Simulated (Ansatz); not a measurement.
# Os (P6_3/mmc, 2 atoms in the cell): zone-centre modes under pressure

Wanted: Grüneisen parameters and pressure coefficients of the modes of Os (P6_3/mmc, 2 atoms in the cell).

Method: DFT PBEsol, scalar-relativistic, plane waves, PAW; PAW set soft_1, in Ansatz 0.2.0.

This is a report of a sequence of runs, with most program output left out.

## (1) Set-up

It takes space group P6_3/mmc (No. 194, hexagonal). Conventional cell: a = 2.734 Å, b = 2.734 Å, c = 4.320 Å, α = 90.00°, β = 90.00°, γ = 120.00°. Os has 12 Os at 2.68 to 2.73 Å nearest.

## (2) Bringing the structure to rest

The cell and atoms are relaxed, since residual forces and stress would shift the frequencies.

input.yaml

```yaml
crystal:
  lattice:
    - [2.7341, 0.0, 0.0]
    - [-1.36705, 2.3678000565, 0.0]
    - [0.0, 0.0, 4.3197]
  atoms:
    - { symbol: Os, position: [0.33333333, 0.66666667, 0.25] }
    - { symbol: Os, position: [0.66666667, 0.33333333, 0.75] }
kpoints:
  mp_grid: { grid: [18, 18, 10] }
hamiltonian:
  xc: pbesol
  pseudopotentials: { kind: paw, azcp: { folder: soft_1 }, xc_functional: pbe }
scf:
  occupations: { method: gaussian, width: 0.1 }
output:
  forces: true
  stress: true
  eigenvalues: true
relax:
  adjacent_minimum: "off"
  f_tol: 0.005
  max_steps: 80
  cell: { stress_tol: 0.05 }
```

The run is started by

```sh
ansatz run input.yaml --threads 4 --pin off --max-ram 10240MiB --backend cpu --events-out ev --progress --plain --runs-dir out
```

It took 2.9 s on 4 threads of AMD EPYC 9B45 (Zen 5), shared host; peak memory 0.48 GiB; 10 s of CPU time.

The steps of the relaxation:

```tsv
step	energy less that of the first step (eV)	largest force component (eV/Å)	pressure (GPa)	volume (Å³)
1	0.0000	0.0000	-2.72	27.96
2	0.0052	0.0000	6.07	27.41
3	-0.0017	0.0000	-0.07	27.79
4	-0.0017	0.0000	0.00	27.79
5*	-0.0016	0.0000	0.00	27.79
```

Relaxation steps marked * repeat the geometry before them on a plane-wave basis chosen anew for their cell, so energy and pressure can jump there. Relaxation step 2 was tried and not accepted.

Forces are held to the 24 operations that the run works with; a distortion that breaks them can't arise in this run.

```tsv
conventional cell, symmetrised	before	after	change
a (Å)	2.734	2.727	-0.2 %
b (Å)	2.734	2.727	-0.2 %
c (Å)	4.320	4.313	-0.1 %
volume (Å³/atom)	13.98	13.89	-0.6 %
```

Final coordinates:

```cif
data_structure
_symmetry_space_group_name_H-M 'P 1'
_symmetry_Int_Tables_number 1
_cell_length_a 2.7273
_cell_length_b 2.7273
_cell_length_c 4.3135
_cell_angle_alpha 90.000
_cell_angle_beta 90.000
_cell_angle_gamma 120.000
_cell_volume 27.79
loop_
_atom_site_label
_atom_site_type_symbol
_atom_site_fract_x
_atom_site_fract_y
_atom_site_fract_z
_atom_site_occupancy
Os1 Os 0.33333 0.66667 0.25000 1
Os2 Os 0.66667 0.33333 0.75000 1
```

Numbers from this step:

```
pressure          : 0.004366 GPa
volume per atom   : 13.89 Å³
gap on the k-mesh : 0 eV
```

In this step the volume went from 13.98 to 13.89 Å³/atom.

## (3) Tight relaxation

Phonons need small forces and stress, so the relaxation is finished with tight tolerances on 18×18×12 k points.

input.yaml, the sections that differ from step 2:

```yaml
crystal:
  lattice:
    - [2.727274435, 0.0, 0.0]
    - [-1.3636372175, 2.3618889438, 0.0]
    - [0.0, 0.0, 4.3134858177]
  atoms:
    - { symbol: Os, position: [0.3333333333, 0.6666666667, 0.25] }
    - { symbol: Os, position: [0.6666666667, 0.3333333333, 0.75] }
kpoints:
  mp_grid: { grid: [18, 18, 12] }
scf:
  occupations: { method: methfessel_paxton, width: 0.2 }
relax:
  adjacent_minimum: "off"
  f_tol: 0.001
  max_steps: 60
  cell: { stress_tol: 0.01 }
# hamiltonian, output: as in step 2
```

Elapsed: 2.7 s, on 4 threads; peak memory 0.49 GiB.

Little changed from the start: no atom moved by 0.005 Å and no cell edge by 0.1 %.

Numbers from this step:

```yaml
pressure: -3.14e-4 GPa
```

The forces vanish by symmetry and the pressure is 0.000 GPa, within the tolerances set. The cell now holds 13.89 Å³/atom.

## (4) Zone-centre response at rest

Phonons follow from the second derivative of the energy, found here by linear response.

The modes at rest are the reference of the series.

input.yaml, the sections that differ from step 3:

```yaml
crystal:
  lattice:
    - [2.7278821795, 0.0, 0.0]
    - [-1.3639410898, 2.362415266, 0.0]
    - [0.0, 0.0, 4.3111672227]
  atoms:
    - { symbol: Os, position: [0.3333333333, 0.6666666667, 0.25] }
    - { symbol: Os, position: [0.6666666667, 0.3333333333, 0.75] }
output:
  eigenvalues: true
phonons:
  method: dfpt
# kpoints, hamiltonian, scf: as in step 3
# relax: removed
```

The job ended after 8.9 s (4 threads; peak memory 1.3 GiB; 32 s of CPU time).

Numbers from this step:

```yaml
sum_rule_residual_before_enforcement: 1.42e-5 eV/Å²
point_group: 6/mmm
highest_optical_mode_at_the_zone_centre_no_lo_to_term: 225.2 cm⁻¹
lowest_optical_zone_centre_mode: 166.3 cm⁻¹
```

Patterns of degenerate modes are one choice out of their space. Modes at Γ:

```tsv
mode	frequency (cm⁻¹)	symmetry
1	0.0	acoustic
2	0.0	acoustic
3	0.0	acoustic
4	166.3	E2g
5	166.3	E2g
6	225.2	B1g
```

Displacements in mode 5 (166.3 cm⁻¹), the largest set to 1:
```
Os1  1.00  0.00  0.00
Os2 -1.00  0.00  0.00
```

Displacements in mode 6 (225.2 cm⁻¹), the largest set to 1:
```
Os1  0.00  0.00  1.00
Os2  0.00  0.00 -1.00
```

Before it was imposed, the acoustic sum rule was missed by 1.4e-5 eV/Å². Small misses are needed for a sound result but don't prove that mesh and cutoff are converged. The lowest optical mode is real, 166 cm⁻¹.

## (5) A member of the series: 1.06 times the volume at rest

The cell is set to 1.06 times the volume at rest, and shape and atoms relax at that volume.

input.yaml, the sections that differ from step 4:

```yaml
crystal:
  lattice:
    - [2.7832515717, 0.0, 0.0]
    - [-1.3916257859, 2.4103665662, 0.0]
    - [0.0, 0.0, 4.3898231594]
  atoms:
    - { symbol: Os, position: [0.3333333333, 0.6666666667, 0.25] }
    - { symbol: Os, position: [0.6666666667, 0.3333333333, 0.75] }
output:
  forces: true
  stress: true
  eigenvalues: true
relax:
  adjacent_minimum: "off"
  f_tol: 0.001
  max_steps: 60
  cell: { stress_tol: 0.01, fix: [volume] }
# kpoints, hamiltonian, scf: as in step 4
# phonons: removed
```

Wall time 2.8 s (4 threads); peak memory 0.49 GiB; 9.7 s of CPU time.

Little changed from the start: no atom moved by 0.005 Å and no cell edge by 0.1 %.

Numbers from this step:

```
pressure        : -21.91 GPa
volume per atom : 14.72 Å³
```

The forces vanish by symmetry, at a pressure of -21.91 GPa.

## (6) Zone-centre modes of the member: 1.06 times the volume at rest

The zone-centre modes follow for 1.06 times the volume at rest.

input.yaml, the sections that differ from step 5:

```yaml
crystal:
  lattice:
    - [2.7842424431, 0.0, 0.0]
    - [-1.3921212216, 2.411224686, 0.0]
    - [0.0, 0.0, 4.386699167]
  atoms:
    - { symbol: Os, position: [0.3333333333, 0.6666666667, 0.25] }
    - { symbol: Os, position: [0.6666666667, 0.3333333333, 0.75] }
output:
  eigenvalues: true
phonons:
  method: dfpt
# kpoints, hamiltonian, scf: as in step 5
# relax: removed
```

The job ended after 9.3 s (4 threads; peak memory 1.4 GiB; 33 s of CPU time).

Numbers from this step:

* sum-rule residual before enforcement: 2.44e-5 eV/Å²
* highest optical mode at the zone centre (no LO-TO term): 191.4 cm⁻¹
* lowest optical zone-centre mode: 152.9 cm⁻¹

Patterns of degenerate modes are one choice out of their space. Modes at Γ:

```tsv
mode	frequency (cm⁻¹)	symmetry
1	0.0	acoustic
2	0.0	acoustic
3	0.0	acoustic
4	152.9	E2g
5	152.9	E2g
6	191.4	B1g
```

Displacements in mode 4 (152.9 cm⁻¹), the largest set to 1:
```
Os1  1.00  0.00  0.00
Os2 -1.00  0.00  0.00
```

Displacements in mode 6 (191.4 cm⁻¹), the largest set to 1:
```
Os1  0.00  0.00  1.00
Os2  0.00  0.00 -1.00
```

The lowest optical mode is real, 153 cm⁻¹, and the highest lies at 191.4 cm⁻¹.

For the highest optical mode at the zone centre (no LO-TO term), step 4 gave 225 cm⁻¹; this run, with volume ratio 1.06, gives 191 cm⁻¹ (-15 %).

## (7) Relaxation of a member: 0.9 times the volume at rest

The cell is set to 0.9 times the volume at rest, and shape and atoms relax at that volume.

input.yaml, the sections that differ from step 6:

```yaml
crystal:
  lattice:
    - [2.6305765866, 0.0, 0.0]
    - [-1.3152882933, 2.2781461506, 0.0]
    - [0.0, 0.0, 4.1724072832]
  atoms:
    - { symbol: Os, position: [0.3333333333, 0.6666666667, 0.25] }
    - { symbol: Os, position: [0.6666666667, 0.3333333333, 0.75] }
output:
  forces: true
  stress: true
  eigenvalues: true
relax:
  adjacent_minimum: "off"
  f_tol: 0.001
  max_steps: 60
  cell: { stress_tol: 0.01, fix: [volume] }
# kpoints, hamiltonian, scf: as in step 6
# phonons: removed
```

Wall time 2.5 s (4 threads); peak memory 0.48 GiB.

Little changed from the start: no atom moved by 0.005 Å and no cell edge by 0.1 %.

Numbers from this step:

```yaml
pressure: 58.39 GPa
volume_per_atom: 12.50 Å³
```

The forces vanish by symmetry, at a pressure of 58.39 GPa.

## (8) Zone-centre modes of the member: 0.9 times the volume at rest

The zone-centre modes follow for 0.9 times the volume at rest.

input.yaml, the sections that differ from step 7:

```yaml
crystal:
  lattice:
    - [2.629843427, 0.0, 0.0]
    - [-1.3149217135, 2.2775112157, 0.0]
    - [0.0, 0.0, 4.1747340125]
  atoms:
    - { symbol: Os, position: [0.3333333333, 0.6666666667, 0.25] }
    - { symbol: Os, position: [0.6666666667, 0.3333333333, 0.75] }
output:
  eigenvalues: true
phonons:
  method: dfpt
# kpoints, hamiltonian, scf: as in step 7
# relax: removed
```

The job ended after 8.2 s (4 threads; peak memory 1.3 GiB; 29 s of CPU time).

This step gave:

| Property | Result |
| --- | --- |
| sum-rule residual before enforcement | 6.70e-5 eV/Å² |
| highest optical mode at the zone centre (no LO-TO term) | 288.8 cm⁻¹ |
| lowest optical zone-centre mode | 191.8 cm⁻¹ |

Patterns of degenerate modes are one choice out of their space. Modes at Γ:

```tsv
mode	frequency (cm⁻¹)	symmetry
1	0.0	acoustic
2	0.0	acoustic
3	0.0	acoustic
4	191.8	E2g
5	191.8	E2g
6	288.8	B1g
```

The lowest optical mode is real, 192 cm⁻¹, and the highest lies at 288.8 cm⁻¹.

For the highest optical mode at the zone centre (no LO-TO term), step 4 gave 225 cm⁻¹; this run, with volume ratio 0.9, gives 289 cm⁻¹ (+28 %).

## (9) All members side by side

The members are set side by side, also those not shown above.

Each row is one cell with its response, relaxed at fixed volume as far as symmetry leaves anything free; energies are extrapolated to zero smearing, and E0 is that at rest; shape and atoms are relaxed in each cell where symmetry leaves them free; all runs use 18×18×12 k points and Methfessel-Paxton smearing of 0.2 eV. State of the crystal along the series:

```tsv
volume ratio	V (Å³/atom)	pressure (GPa)	E - E0 (meV/atom)	first cell vector (Å)	third cell vector (Å)
0.9	12.5	58.39	229.1	2.63	4.175
0.92	12.78	43.9	140.6	2.65	4.203
0.94	13.06	30.97	75.92	2.67	4.231
0.96	13.34	19.44	32.41	2.689	4.258
0.98	13.61	9.164	7.78	2.709	4.285
0.99	13.75	4.45	1.905	2.718	4.298
1	13.89	-3.14e-4	0	2.728	4.311
1.02	14.17	-8.166	7.229	2.747	4.337
1.04	14.45	-15.44	27.83	2.766	4.362
1.06	14.72	-21.91	60.33	2.784	4.387
```

Each mode is tracked from rest by its pattern, and modes that stay within 0.3 cm⁻¹ of each other stand once; shape and atoms are relaxed in each cell where symmetry leaves them free; all runs use 18×18×12 k points and Methfessel-Paxton smearing of 0.2 eV. Optical modes along the series:

```tsv
V (Å³/atom)	mode 4 E2g (cm⁻¹)	mode 6 B1g (cm⁻¹)
12.5	191.8	288.8
12.78	186.4	275.2
13.06	181.2	262.1
13.34	176.1	249.5
13.61	171.1	237.2
13.75	168.7	231.2
13.89	166.3	225.2
14.17	161.7	213.7
14.45	157.2	202.4
14.72	152.9	191.4
```

From cubic fits (parabolas where under five rows exist) of ln ω and P against ln V through the rows within about 4 % of rest: γ = −d ln ω / d ln V and dω/dP = γ ω / B. Slopes at rest:

```tsv
mode	fitted frequency at rest (cm⁻¹)	Grüneisen parameter γ	dω/dP (cm⁻¹/GPa)
mode 4 E2g	166.3	1.42	0.54
mode 6 B1g	225.3	2.61	1.36
```

## (10) Summary of results

- members: 10
- highest optical mode at the zone centre (no LO-TO term), at rest: 225.2 cm⁻¹
- bulk modulus at rest: 433 GPa
- mode 4 E2g, γ: 1.42
- mode 6 B1g, γ: 2.61

The series spans -21.9 to 58.4 GPa, and the slope at rest gives a bulk modulus of 433 GPa. Among the modes in the table of slopes γ runs from 1.42 (mode 4 E2g) to 2.61 (mode 6 B1g). One k mesh and one cutoff serve the ground states and modes of all volumes. These are harmonic frequencies at zero temperature: anharmonic shifts, linewidths and thermal expansion are left out. Spin-orbit coupling is left out, which can matter for the heavy elements here. With no gap, or one that is small against the smearing, the frequencies hang on the k mesh and the smearing, most of all near Kohn anomalies. The PAW files were made for PBE; the program adapts parts of them to the functional of the run, but their partial waves stay those of PBE, an approximation that was not tested in this session. Only the zone centre was solved, so an instability at another wavevector cannot show here.

[Logs are printed without paths, hosts, clocks, repeated set-up lines and the standing remarks that a program may print on its own settings, such as how far it seeks lower states.]

[Hosts, paths, dates, database ids (printed as entryN), source tags and the programs' standing remarks are cut or masked in the printed files.]
